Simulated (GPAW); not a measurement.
**How the form of the self-energy moves the gap of Al2O3 (Corundum)**

How much does the gap of Al2O3 (Corundum) depend on the approximation to the self-energy?

Calculated with GPAW 26.7.0; PBE and many-body steps on it, plane waves.

**Experimental background.**

- Gap 8.7 eV: optical band gap of host from absorption; optical absorption, quoted from earlier work; bulk crystal (high-purity reference sample) (quoted in “Multi-petahertz electron interference in Cr:Al2O3 solid-state material”, 2018, pmc:5906618).

## 1. The starting structure

The structure is trigonal, space group R-3c (No. 167). The conventional cell has a = 4.760 Å, b = 4.760 Å, c = 12.996 Å, α = 90.00°, β = 90.00°, γ = 120.00°. Al has 6 O at 1.85 to 1.97 Å nearest. Nearest to O lie 4 Al at 1.85 to 1.97 Å. Farther neighbours and most contacts between anions are not listed.

Coordinates:

```cif
data_structure
_symmetry_space_group_name_H-M 'P 1'
_symmetry_Int_Tables_number 1
_cell_length_a 5.1302
_cell_length_b 5.1302
_cell_length_c 5.1302
_cell_angle_alpha 55.287
_cell_angle_beta 55.287
_cell_angle_gamma 55.287
_cell_volume 85.02
loop_
_atom_site_label
_atom_site_type_symbol
_atom_site_fract_x
_atom_site_fract_y
_atom_site_fract_z
_atom_site_occupancy
Al1 Al 0.35216 0.35216 0.35216 1
Al2 Al 0.14784 0.14784 0.14784 1
Al3 Al 0.64784 0.64784 0.64784 1
Al4 Al 0.85216 0.85216 0.85216 1
O5 O 0.55668 0.94332 0.25000 1
O6 O 0.25000 0.55668 0.94332 1
O7 O 0.94332 0.25000 0.55668 1
O8 O 0.44332 0.05668 0.75000 1
O9 O 0.75000 0.44332 0.05668 1
O10 O 0.05668 0.75000 0.44332 1
```

The cell and positions come from the Crystallography Open Database and are kept as given unless a step says otherwise.

## 2. Empty states on the mesh, 4×4×4 mesh, 203 bands

This step: GPAW 26.7.0; DFT, PBE, plane waves, PAW.

The sums over transitions need many empty states on a uniform mesh; this step solves for them.

The input, run.py:

```python
import json
import numpy as np
from gpaw.mpi import world
from gpaw import GPAW

calc = GPAW('gs.gpw').fixed_density(kpts={'size': (4, 4, 4), 'gamma': True},
    parallel={'domain': 1, 'band': 1},
    txt='nscf.txt')
calc.diagonalize_full_hamiltonian(nbands=203)
calc.write('full.gpw', mode='all')
res = {}
kpts = calc.get_ibz_k_points()
res['kpts'] = kpts
res['eigenvalues'] = [calc.get_eigenvalues(kpt=k) for k in range(len(kpts))]
res['n_electrons'] = calc.get_number_of_electrons()

if world.rank == 0:
    with open('result.json', 'w') as f:
        json.dump(res, f, default=lambda x: x.tolist())
```

Run with:

```bash
$ mpirun -n 8 gpaw python run.py
```

Numbers of over 12 decimals in the logs are rounded to 6 here.

What it wrote:

```text
Diagonalizing LCAO Hamiltonian
Converting LCAO to pw mode
convergence criteria:
- Maximum integral of absolute [eigenst]ate change: 4e-08 eV^2 / valence electron
maximum number of iterations: 100

SCF iterations
|iter     |     time |      energy | eigst |  dens |
|iter:   1|  |             | +0.60 |       |
|iter:   2|  |             | -0.49 |       |
|iter:   3|  |             | -1.00 |       |
[...]
|iter:  28|  |             | -6.98 |       |
|iter:  29|  |             | -7.20 |       |
|iter:  30|  |             | -7.45c|       |
SCF steps: 30
  __  _  _
 | _ |_)|_||  |
 |__||  | ||/\| - 26.7.0

Input parameters:
  mode=PW(ecut=600.0),
  convergence={'density': 1e-06, 'bands': -3},
  gpts=array([30, 30, 30]),
  kpts=MonkhorstPack(size=(4, 4, 4), gamma=True),
  maxiter=100,
  nbands=35,
  occupations=Occupations(name='fermi-dirac', width=0.001, fixmagmom=False),
  parallel={'domain': 1, 'band': 1},
  xc=XC(name='PBE')
Matrix size: 2861x2861
# Writing to full.gpw (mode='all')
  [... matrices ...]

timing:  # [seconds]
  Total: 39.721  # ━━━━━━━━━━━━━━━━━━━━━━━━━━━━━━━━━━━━━━━━━━━━━━━━━━━━━━━━━━
```

The job ended after 54 s (8 MPI ranks of Arm Neoverse V2, shared host; peak memory 6.2 GiB; 7.1 min of CPU time).

Numbers from this step:

```
gap                                                           : 6.226 eV
k of the valence top                                          : 0, 0, 0
k of the conduction bottom                                    : 0, 0, 0
least direct gap                                              : 6.226 eV
k points computed                                             : 14
lowest point of the top converged band, above the valence top : 85.4267 eV
```

On this mesh the gap is 6.226 eV.

## 3. G0W0, Godby-Needs plasmon pole

Now the one-shot GW correction: screening in the RPA, then the self-energy of the levels asked for.

This step: G0W0 with a vertex from the rALDA kernel on PBE, plane waves, PAW.

The input, run.py:

```python
import json
import numpy as np
from gpaw.mpi import world
from gpaw.response.g0w0 import G0W0

gw = G0W0('full.gpw',
    filename='gw',
    kpts=[0],
    bands=(22, 26),
    ecut=100,
    nbands=193,
    integrate_gamma='WS',
    ppa=True,
    xc='rALDA',
    fxc_mode=None,
    fxc_modes=['GWP', 'GWS', 'GWG'],
    do_GW_too=True)
gw.calculate()
res = {mode: {k: v for k, v in r.items() if k != 'sigma_eskwn'}
       for mode, r in gw.all_results.items()}

if world.rank == 0:
    with open('result.json', 'w') as f:
        json.dump(res, f, default=lambda x: x.tolist())
```

Run with:

```bash
$ mpirun -n 8 gpaw python run.py
```

What it wrote:

```text
Using integrator: PointIntegrator
FrequencyGridDescriptor(from 0.000+0.000j to 0.000+27.211j eV, 2 points)
Nonperiodic BCs:  [False False False]
Using integrator: PointIntegrator
FrequencyGridDescriptor(from 0.000+0.000j to 0.000+27.211j eV, 2 points)
Nonperiodic BCs:  [False False False]
  ___  _ _ _
 |   || | | |
 | | || | | |
 |__ ||_____|
 |___|

BZ k-points: Symmetries present (total): 6

  [... matrices ...]
64 k-points: 4 x 4 x 4 Monkhorst-Pack grid + [1/8,1/8,1/8]
14 k-points in the irreducible part of the Brillouin zone
       k-points in crystal coordinates                weights
   0:     0.00000000    0.00000000    0.00000000          1/64
   1:     0.25000000    0.00000000   -0.25000000          6/64
   2:     0.25000000    0.00000000    0.00000000          6/64
   3:     0.25000000    0.25000000   -0.25000000          6/64
   4:     0.25000000    0.25000000    0.00000000          6/64
   5:     0.25000000    0.25000000    0.25000000          2/64
   6:     0.50000000    0.00000000    0.00000000          3/64
   7:     0.50000000    0.00000000    0.25000000          6/64
   8:     0.50000000    0.25000000   -0.25000000          6/64
   9:     0.50000000    0.25000000    0.00000000          6/64
          ...
  13:     0.50000000    0.50000000    0.50000000          1/64

Distributing spins, k-points and bands (1 x 1 x 4) over 8 processes
Number of blocks: 1

Quasi particle states:
k-points (IBZ indices): [0]
Band range: (22, 26)
  [... matrices ...]
Computational parameters:
Plane wave cut-off: 100 eV
Number of bands: 193
Coulomb cutoff: None
Broadening: 0.1 eV

fxc modes: GW, GWG, GWP, GWS
Kernel: rALDA
Using Godby-Needs plasmon-pole approximation:
  Fitting energy: i*E0, E0 = 1.000 Hartree
Summing all q:

Calculating screened Coulomb potential
No Coulomb truncation
FrequencyGridDescriptor(from 0.000+0.000j to 0.000+27.211j eV, 2 points)
Removing empty qpoint cache files...

Calculating chi0 body with:
    Ground state adapter containing:
    Number of spins: 1
    Number of kpoints: 64
    Number of irreducible kpoints: 14
    Number of completely occupied states: 24
    Number of partially occupied states: 24
    Occupied states memory: 9.8876953125 M / cpu

    Linear response parametrization:
    q_c: [0.0, 0.0, 0.0]
    Number of frequency points: 2
    Planewave cutoff: 100.0
    Number of bands: 193
    Number of planewaves: 193
    Broadening (eta): 1e-06
    comm.size: 8
    kncomm.size: 8
    blockcomm.size: 1

    Memory estimate of potentially large arrays:
        chi0_wGG: 1.136749 M / cpu
Integrating chi0 body.

Symmetries of q_c:
    Direct symmetries (Uq -> q): 6
    Indirect symmetries (TUq -> q): 0
In total 6 allowed symmetries.

  [... matrices ...]
14 groups of equivalent kpoints. 78.125% reduction.

Integral kind: response function
Integrating chi0 head and wings.

Symmetries of q_c:
    Direct symmetries (Uq -> q): 6
    Indirect symmetries (TUq -> q): 0
In total 6 allowed symmetries.

  [... matrices ...]
14 groups of equivalent kpoints. 78.125% reduction.

Integral kind: response function wings
Calculating rALDA kernel at 100.0 eV cutoff
q point 0 complete
q point 1 complete
q point 2 complete
q point 3 complete
q point 4 complete
q point 5 complete
[...]
q point 11 complete
q point 12 complete
q point 13 complete

[... the further q-points ...]

Results:
f:      Occupation numbers
eps:     KS-eigenvalues [eV]
vxc:     KS vxc [eV]
exx:     Exact exchange [eV]
sigma:   Self-energies [eV]
dsigma:  Self-energy derivatives
Z:       Renormalization factors
qp:      QP-energies [eV]

k-point 0 (0): (0.000, 0.000, 0.000)                GWP
band       f     eps     vxc     exx   sigma  dsigma       Z      qp
                                                                  GWP
  22   1.000   6.218 -21.429 -26.959   4.435  -0.242   0.805   5.337
  23   1.000   6.261 -21.425 -26.890   4.384  -0.241   0.806   5.389
  24   0.000  12.487 -16.590 -11.379  -3.667  -0.178   0.849  13.798
  25   0.000  15.411 -13.555  -7.947  -4.146  -0.170   0.855  16.661
                                                                  GWS
  22   1.000   6.218 -21.429 -26.959   4.157  -0.208   0.828   5.082
  23   1.000   6.261 -21.425 -26.890   4.115  -0.207   0.828   5.142
[...]
GWG
[...]
GW
[...]
23   1.000   6.261 -21.425 -26.890   4.172  -0.223   0.818   5.203
  24   0.000  12.487 -16.590 -11.379  -3.561  -0.167   0.857  13.900
  25   0.000  15.411 -13.555  -7.947  -3.992  -0.161   0.862  16.804
```

Run time: 8.8 min. Hardware: 8 MPI ranks; peak memory 15 GiB; 70 min of CPU time.

This step gave:

```
gap with the vertex in the polarisability    : 8.409 eV
gap with the vertex in the self-energy       : 9.046 eV
gap with the vertex in both                  : 8.773 eV
G0W0 gap on the points computed              : 8.697 eV
least direct G0W0 gap on the computed points : 8.697 eV
Z at the valence top                         : 0.8176
Z at the conduction bottom                   : 0.8567
starting gap on the mesh                     : 6.226 eV
k of the valence top                         : 0, 0, 0
k of the conduction bottom                   : 0, 0, 0
```

The gap on the mesh goes from 6.23 eV to 8.70 eV, a correction of +2.47 eV.

## 4. G0W0 with rALDA vertex

Changes to run.py since step 3:

```diff
@@ -9,4 +9,4 @@
     bands=(22, 26),
-    ecut=100,
-    nbands=193,
+    ecut=60,
+    nbands=89,
     integrate_gamma='WS',
@@ -14,5 +14,3 @@
     xc='rALDA',
-    fxc_mode=None,
-    fxc_modes=['GWP', 'GWS', 'GWG'],
-    do_GW_too=True)
+    fxc_mode='GWG')
 gw.calculate()
```

Run with:

```bash
$ mpirun -n 8 gpaw python run.py
```

What it wrote:

```text
Using integrator: PointIntegrator
FrequencyGridDescriptor(from 0.000+0.000j to 0.000+27.211j eV, 2 points)
Nonperiodic BCs:  [False False False]
Using integrator: PointIntegrator
FrequencyGridDescriptor(from 0.000+0.000j to 0.000+27.211j eV, 2 points)
Nonperiodic BCs:  [False False False]
  ___  _ _ _
 |   || | | |
 | | || | | |
 |__ ||_____|
 |___|

BZ k-points: Symmetries present (total): 6

  [... matrices ...]
64 k-points: 4 x 4 x 4 Monkhorst-Pack grid + [1/8,1/8,1/8]
14 k-points in the irreducible part of the Brillouin zone
       k-points in crystal coordinates                weights
   0:     0.00000000    0.00000000    0.00000000          1/64
   1:     0.25000000    0.00000000   -0.25000000          6/64
   2:     0.25000000    0.00000000    0.00000000          6/64
[...]
9:     0.50000000    0.25000000    0.00000000          6/64
          ...
  13:     0.50000000    0.50000000    0.50000000          1/64

Distributing spins, k-points and bands (1 x 1 x 4) over 8 processes
Number of blocks: 1

Quasi particle states:
k-points (IBZ indices): [0]
Band range: (22, 26)
  [... matrices ...]
Computational parameters:
Plane wave cut-off: 60 eV
Number of bands: 89
Coulomb cutoff: None
Broadening: 0.1 eV

fxc modes: GWG
Kernel: rALDA
Using Godby-Needs plasmon-pole approximation:
  Fitting energy: i*E0, E0 = 1.000 Hartree
Summing all q:

Calculating screened Coulomb potential
No Coulomb truncation
FrequencyGridDescriptor(from 0.000+0.000j to 0.000+27.211j eV, 2 points)
Removing empty qpoint cache files...

Calculating chi0 body with:
    Ground state adapter containing:
    Number of spins: 1
    Number of kpoints: 64
    Number of irreducible kpoints: 14
    Number of completely occupied states: 24
    Number of partially occupied states: 24
    Occupied states memory: 9.8876953125 M / cpu

    Linear response parametrization:
    q_c: [0.0, 0.0, 0.0]
    Number of frequency points: 2
    Planewave cutoff: 60.0
    Number of bands: 89
    Number of planewaves: 89
    Broadening (eta): 1e-06
    comm.size: 8
    kncomm.size: 8
    blockcomm.size: 1

    Memory estimate of potentially large arrays:
        chi0_wGG: 0.241730 M / cpu
Integrating chi0 body.

Symmetries of q_c:
    Direct symmetries (Uq -> q): 6
    Indirect symmetries (TUq -> q): 0
In total 6 allowed symmetries.

  [... matrices ...]
14 groups of equivalent kpoints. 78.125% reduction.

Integral kind: response function
Integrating chi0 head and wings.

Symmetries of q_c:
    Direct symmetries (Uq -> q): 6
    Indirect symmetries (TUq -> q): 0
In total 6 allowed symmetries.

  [... matrices ...]
14 groups of equivalent kpoints. 78.125% reduction.

Integral kind: response function wings
Calculating rALDA kernel at 60.0 eV cutoff
q point 0 complete
q point 1 complete
q point 2 complete
[...]
q point 12 complete
q point 13 complete

[... the further q-points ...]

Results:
f:      Occupation numbers
eps:     KS-eigenvalues [eV]
vxc:     KS vxc [eV]
exx:     Exact exchange [eV]
sigma:   Self-energies [eV]
dsigma:  Self-energy derivatives
Z:       Renormalization factors
qp:      QP-energies [eV]

k-point 0 (0): (0.000, 0.000, 0.000)                GWG
band       f     eps     vxc     exx   sigma  dsigma       Z      qp
                                                                  GWG
  22   1.000   6.218 -21.429 -26.959   4.550  -0.213   0.824   5.411
  23   1.000   6.261 -21.425 -26.890   4.516  -0.213   0.825   5.479
  24   0.000  12.487 -16.590 -11.379  -3.184  -0.152   0.868  14.246
  25   0.000  15.411 -13.555  -7.947  -3.428  -0.147   0.872  17.312
```

Wall time 2.2 min (8 MPI ranks); peak memory 7.4 GiB.

This step gave:

```
quasiparticle gap on the points computed              : 8.767 eV
least direct quasiparticle gap on the computed points : 8.767 eV
Z at the valence top                                  : 0.8247
Z at the conduction bottom                            : 0.8679
starting gap on the mesh                              : 6.226 eV
k of the valence top                                  : 0, 0, 0
k of the conduction bottom                            : 0, 0, 0
```

Against G0W0 in GPAW (4×4×4 mesh, 193 bands, screening to 100 eV, Godby-Needs plasmon pole), the gap moves by +0.070 eV.

## 5. Side by side

Times are wall times on 8 MPI ranks of Arm Neoverse V2, shared host, good to a factor of about two.

```
                           run   mesh  bands  screening cutoff (eV)  DFT gap (eV)  gap on the mesh (eV)  direct (eV)     time
G0W0, Godby-Needs plasmon pole  4×4×4    193                    100         6.226                 8.697        8.697  8.8 min
        G0W0 with rALDA vertex  4×4×4     89                     60         6.226                 8.767        8.767  2.2 min
```

## 6. Results

```yaml
g0w0_godby_needs_plasmon_pole: 8.697 eV
g0w0_with_ralda_vertex: 8.767 eV
known_limits: not at the basis limit
```

In words: G0W0 with rALDA vertex: +0.070 eV against G0W0, Godby-Needs plasmon pole, at other bands or cutoff, so not like for like. With the rALDA kernel as a vertex the gap is 8.41 eV (in the polarisability), 9.05 eV (in the self-energy) and 8.77 eV (in both), against 8.70 eV without. Against experiment, by G0W0, Godby-Needs plasmon pole: the gap of 8.70 eV lies −0.003 eV from the measured 8.7 eV (optical, quoted 2018). An exciton line or allowed optical edge lies below the quasiparticle gap by the binding energy; a forbidden edge can push the onset above it. These are gaps on the mesh, at modest bands and cutoff. The calculation has static nuclei and no excitons; a measured gap holds zero-point and thermal motion, which mostly lowers it. Bands and cutoff are finite, so the gap is not at the basis limit. The miss can reach some tenths of an eV and take either sign; the mesh is an error of its own. These stock PAW sets were not made for GW. In the G0W0 runs levels were corrected at 1 k point alone, so a gap called «on the mesh» is the least over those, and an edge elsewhere would be missed.

[Paths, hosts, dates, memory and timing lines, banners, echoed tables and standing remarks are left out of the program output.]

[Logs are printed without paths, hosts, clocks, repeated set-up lines and the standing remarks that a program may print on its own settings, such as how far it seeks lower states.]

[Runs of the session that timed out or met a known fault of the program may be left out.]

[Hosts, paths, dates, database ids (printed as entryN), source tags and the programs' standing remarks are cut or masked in the printed files.]
